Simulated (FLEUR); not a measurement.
# MnAu: parallel and opposed starts, part 3 of 3

A self-consistent run ends on one state, which hangs on the start. Several orders of MnAu are started in FLEUR and their energies compared.

FLEUR MaX-R8.1; LDA (VWN); all-electron FLAPW, Dirac cores, scalar-relativistic bands.

So far, largest spin moment in the muffin-tin sphere (μB): step 2 (order 1, typed as ferro +) 3.90; step 3 (order 2, typed as antiferro q=(1/2,1/2,0) +-) 3.93; step 4 (order 3, typed as antiferro q=(0,1/2,1/2) +-) 3.91; step 5 (run 4 (antiferro q=(0,0,1/2) +-)) 3.94.

### Step 8. Spin–orbit coupling, moments along [001]

Level of this step: LDA (VWN); all-electron FLAPW, Dirac cores, scalar-relativistic bands with spin-orbit coupling (FLEUR).

Spin–orbit coupling ties the spins to the lattice and lets orbital moments form.

A new self-consistent run of the start antiferro q=(0,0,1/2) +-, with the moments along z. The k list default-1 (kpts.xml, not shown) is a Γ-centred 8×8×4 mesh.

inp.xml

```
<?xml version="1.0" encoding="UTF-8" standalone="no"?>
<fleurInput fleurInputVersion="0.39">
   <comment>
      MnAu
   </comment>
   <calculationSetup>
      <cutoffs Kmax="3.6" Gmax="10.8" GmaxXC="10.8" numbands="144"/>
      <scfLoop itmax="90" minDistance="0.00002" maxIterBroyd="15" imix="Anderson" alpha="0.05" precondParam="0.0" spinf="2.0" sdNocoIR="T"/>
      <coreElectrons ctail="T" frcor="F" kcrel="0" coretail_lmax="0"/>
      <xcFunctional name="vwn" relativisticCorrections="F"/>
      <magnetism jspins="2"/>
      <soc l_soc="T" theta="0.0" phi="0.0" spav="F"/>
      <expertModes spex="0" secvar="F"/>
      <geometryOptimization l_f="F" forcealpha="1.0" forcemix="BFGS" epsdisp="0.00001" epsforce="0.00001"/>
      <ldaU l_linMix="F" mixParam="0.05" spinf="1.0"/>
   </calculationSetup>
   <cell>
      <bzIntegration valenceElectrons="64.0" mode="hist" fermiSmearingEnergy="0.00183747">
         <kPointListSelection listName="default-1"/>
         <xi:include xmlns:xi="http://www.w3.org/2001/XInclude" href="kpts.xml"> </xi:include>
      </bzIntegration>
      <xi:include xmlns:xi="http://www.w3.org/2001/XInclude" href="sym.xml"> </xi:include>
      <bulkLattice scale="1.0">
         <bravaisMatrix>
            <row-1>    6.0258169366651346     0.0000000000000000     0.0000000000000000</row-1>
            <row-2>    0.0000000000000000     6.0258169366651346     0.0000000000000000</row-2>
            <row-3>    0.0000000000000000     0.0000000000000000    12.5094691598938592</row-3>
         </bravaisMatrix>
      </bulkLattice>
   </cell>
   <atomSpecies>
      <species name="Manganese 3.501" element="Mn" atomicNumber="25">
         <mtSphere radius="2.58" gridPoints="853" logIncrement="0.014"/>
         <atomicCutoffs lmax="10" lnonsphr="8"/>
         <electronConfig flipSpins="F">
            <coreConfig>(1s1/2) (2s1/2) (2p1/2) (2p3/2)</coreConfig>
            <valenceConfig>(3s1/2) (3p1/2) (3p3/2) (4s1/2) (3d3/2) (3d5/2)</valenceConfig>
            <stateOccupation state="(3d3/2)" spinUp="1.2505" spinDown="0.7495"/>
            <stateOccupation state="(3d5/2)" spinUp="3.0" spinDown="0.0"/>
         </electronConfig>
         <energyParameters s="4" p="4" d="3" f="4"/>
         <lo type="SCLO" l="0" n="3" eDeriv="0"/>
         <lo type="SCLO" l="1" n="3" eDeriv="0"/>
      </species>
      <species name="Manganese -3.501" element="Mn" atomicNumber="25">
         <mtSphere radius="2.58" gridPoints="853" logIncrement="0.014"/>
         <atomicCutoffs lmax="10" lnonsphr="8"/>
         <electronConfig flipSpins="F">
            <coreConfig>(1s1/2) (2s1/2) (2p1/2) (2p3/2)</coreConfig>
            <valenceConfig>(3s1/2) (3p1/2) (3p3/2) (4s1/2) (3d3/2) (3d5/2)</valenceConfig>
            <stateOccupation state="(3d3/2)" spinUp="0.7495" spinDown="1.2505"/>
            <stateOccupation state="(3d5/2)" spinUp="0.0" spinDown="3.0"/>
         </electronConfig>
         <energyParameters s="4" p="4" d="3" f="4"/>
         <lo type="SCLO" l="0" n="3" eDeriv="0"/>
         <lo type="SCLO" l="1" n="3" eDeriv="0"/>
      </species>
      <species name="Gold (Au)" element="Au" atomicNumber="79">
         <mtSphere radius="2.58" gridPoints="853" logIncrement="0.016"/>
         <atomicCutoffs lmax="10" lnonsphr="8"/>
         <electronConfig flipSpins="F">
            <coreConfig>(1s1/2) (2s1/2) (2p1/2) (2p3/2) (3s1/2) (3p1/2) (3p3/2) (4s1/2) (3d3/2) (3d5/2) (4p1/2) (4p3/2) (5s1/2) (4d3/2) (4d5/2) (4f5/2) (4f7/2)</coreConfig>
            <valenceConfig>(5p1/2) (5p3/2) (6s1/2) (5d3/2) (5d5/2)</valenceConfig>
            <stateOccupation state="(6s1/2)" spinUp="0.500000" spinDown="0.500000"/>
         </electronConfig>
         <energyParameters s="6" p="6" d="5" f="5"/>
         <lo type="SCLO" l="1" n="5" eDeriv="0"/>
      </species>
   </atomSpecies>
   <atomGroups>
      <atomGroup species="Manganese 3.501">
         <relPos label="                   1">1.000/2.000 1.000/2.000 .0000000000</relPos>
         <force calculate="T" relaxXYZ="TTT"/>
      </atomGroup>
      <atomGroup species="Manganese -3.501">
         <relPos label="                   2">1.000/2.000 1.000/2.000 1.000/2.000</relPos>
         <force calculate="T" relaxXYZ="TTT"/>
      </atomGroup>
      <atomGroup species="Gold (Au)">
         <relPos label="                   3">.0000000000 .0000000000 -1.000/4.000</relPos>
         <relPos label="                   4">.0000000000 .0000000000 1.000/4.000</relPos>
         <force calculate="T" relaxXYZ="TTT"/>
      </atomGroup>
   </atomGroups>
   <output dos="F" band="F" slice="F">
      <bandDOS minEnergy="-.5*Htr" maxEnergy="0.5*Htr" sigma="0.015" storeEVData="T"/>
      <plotting iplot="0" polar="F">
         <plot TwoD="T" vec1="  1.0  0.0  0.0" vec2="  0.0  1.0  0.0" vec3="  0.0  0.0  1.0" zero="  0.0  0.0  0.0" file="plot"/>
      </plotting>
      <moessbauerParams electricFieldGradient="F" isomerShift="F" coreHyperfine="F" valenceHyperfine="F"/>
   </output>
</fleurInput>
```

crystal.txt

```
MnAu
&input film=F cartesian=F /
3.18872500000  0.00000000000  0.00000000000
0.00000000000  3.18872500000  0.00000000000
0.00000000000  0.00000000000  6.61972600000
1.8897261246
1.0 1.0 1.0

4
25 0.50000000000  0.50000000000  0.25000000000 : 3.501
25 0.50000000000  0.50000000000  0.75000000000 : -3.501
79 0.00000000000  0.00000000000  0.00000000000
79 0.00000000000  0.00000000000  0.50000000000

&soc 0.0000000 0.0000000 /
&kpt div1=8 div2=8 div3=4 gamma=T /
```

The run is started by

```bash
OMP_NUM_THREADS=1 inpgen -f crystal.txt > inpgen.log  # inp.xml is then edited as shown
OMP_NUM_THREADS=1 mpirun -n 2 fleur_MPI > fleur.log
```

Output:

```text
[banner, memory and clock lines left out]
Welcome to FLEUR        (www.flapw.de)
      MaX-Release 8.1          (www.max-centre.eu)

 ========== k-point set info ==========
 Selected k-point list: default-1
 k-point list type: mesh
 8 x 8 x 4
 Number of k points: 54

 [... set-up left out ...]
 Iteration:     1   Distance:      26.52558752 me/bohr^3
 Iteration:     2   Distance:      16.55762056 me/bohr^3
 Iteration:     3   Distance:      10.17558198 me/bohr^3
 Iteration:     4   Distance:       7.33816113 me/bohr^3
 Iteration:     5   Distance:       5.96488328 me/bohr^3
 Iteration:     6   Distance:       5.63016703 me/bohr^3
 Iteration:     7   Distance:       2.01743699 me/bohr^3
 Iteration:     8   Distance:       1.25884965 me/bohr^3
 Iteration:     9   Distance:       0.70245652 me/bohr^3
 Iteration:    10   Distance:       0.31587093 me/bohr^3
 Iteration:    11   Distance:       0.04090204 me/bohr^3
 Iteration:    12   Distance:       0.03806913 me/bohr^3
 Iteration:    13   Distance:       0.00703740 me/bohr^3
 Iteration:    14   Distance:       0.00768658 me/bohr^3
 Iteration:    15   Distance:       0.00264849 me/bohr^3
 Iteration:    16   Distance:       0.00186561 me/bohr^3
 Iteration:    17   Distance:       0.00053222 me/bohr^3
 Iteration:    18   Distance:       0.00021675 me/bohr^3
 Iteration:    19   Distance:       0.00010419 me/bohr^3
 Iteration:    20   Distance:       0.00007189 me/bohr^3
 Iteration:    21   Distance:       0.00002549 me/bohr^3
 Iteration:    22   Distance:       0.00001958 me/bohr^3

 ********************************************************************
 Run finished successfully
 Stop message:
   all done
 ********************************************************************

--- out.xml (last complete iteration) ---
<iteration numberForCurrentRun="   22" overallNumber="   22">
         [... left out ...]
         <bandgap value="0.0041232028" units="eV"/>
         <sumValenceSingleParticleEnergies value="-42.8413745114" units="Htr"/>
         <FermiEnergy value="0.3179932719" units="Htr"/>
         [... left out ...]
         <magneticMomentsInMTSpheres units="muBohr">
            <globalMagMoment atomType="1" vec="0.00000   0.00000   3.93454"/>
            <globalMagMoment atomType="2" vec="0.00000   0.00000  -3.93454"/>
            <globalMagMoment atomType="3" vec="0.00000   0.00000   0.00000"/>
         </magneticMomentsInMTSpheres>
         <orbitalMomentsInMTSpheres units="muBohr">
            <globalMagMoment atomType="1" vec="0.00000   0.00000   0.00701"/>
            <globalMagMoment atomType="2" vec="0.00000   0.00000  -0.00701"/>
            <globalMagMoment atomType="3" vec="0.00000   0.00000   0.00000"/>
         </orbitalMomentsInMTSpheres>
         [... left out ...]
         <totalEnergy value="   -40388.0325051621" units="Htr">
            <sumOfEigenvalues value="   -24763.7887890696">
               <coreElectrons value="-24720.9474145582"/>
               <valenceElectrons value="-42.8413745114"/>
            </sumOfEigenvalues>
         [... left out ...]
            <freeEnergy value="-40388.0331932727"/>
            <extrapolationTo0K value="-40388.0328492174"/>
         </totalEnergy>
         <densityConvergence units="me/bohr^3">
            <chargeDensity spin="1" distance="0.0000119235"/>
            <chargeDensity spin="2" distance="0.0000118795"/>
            <overallChargeDensity distance="0.0000195759"/>
            <spinDensity distance="0.0000135414"/>
         </densityConvergence>
      </iteration>
```

The job ended after 7.6 min (2 MPI ranks of Arm Neoverse V1, shared host; peak memory 0.39 GiB; 15 min of CPU time).

Spin moment in the muffin-tin sphere by atom:

```csv
atom,spin moment in the muffin-tin sphere (μB)
Mn1,3.93
Mn2,-3.93
Au3,0.00
Au4,0.00
```

Read from the output:

| Property | Result |
| --- | --- |
| free energy | -1099014.3709 eV |
| program's band gap on this mesh (in a metal only a level spacing) | 0.004123 eV |
| magnetization | 0 μB |
| final state | antiferromagnetic |
| orbital moment along the spin | 0.00701 μB |

Orbital moment in the sphere, along the spin axis by atom:

```
atom  orbital moment in the sphere, along the spin axis (μB)
 Mn1                                                  0.0070
 Mn2                                                 -0.0070
 Au3                                                  0.0000
 Au4                                                  0.0000
```

### Step 9. What came out

- lowest state found: antiferromagnetic (typed antiferro q=(0,0,1/2) +-)
- largest site spin moment: 3.94 μB
- next finished state: ferromagnetic, 87.5 meV a seeded atom higher
- energy gained by spin polarisation: 1441 meV a seeded atom
- orbital moment on the atom of largest spin, along its spin (spin–orbit run): 0.00701 μB

The lowest state found is antiferromagnetic, reached from the start antiferro q=(0,0,1/2) +-, with moments up to 3.94 μB. The next finished state costs 87 meV a seeded atom. Forming the largest moments gains far more than ordering them, so they should outlast the ordering temperature. On the atom of largest spin the orbital moment is almost quenched. Only 5 starts were tried; other patterns of signs, canted and longer-period orders were not.

[Logs and program files are shortened in this print: banners, set-up blocks, solver, clock and traceback lines can be left out without a mark of their own.]

[Logs are printed without paths, hosts, clocks, repeated set-up lines and the standing remarks that a program may print on its own settings, such as how far it seeks lower states.]

[Hosts, paths, dates, database ids (printed as entryN), source tags and the programs' standing remarks are cut or masked in the printed files.]

[Where a cell is said to come from a database of computed structures, the database is the Materials Project.]
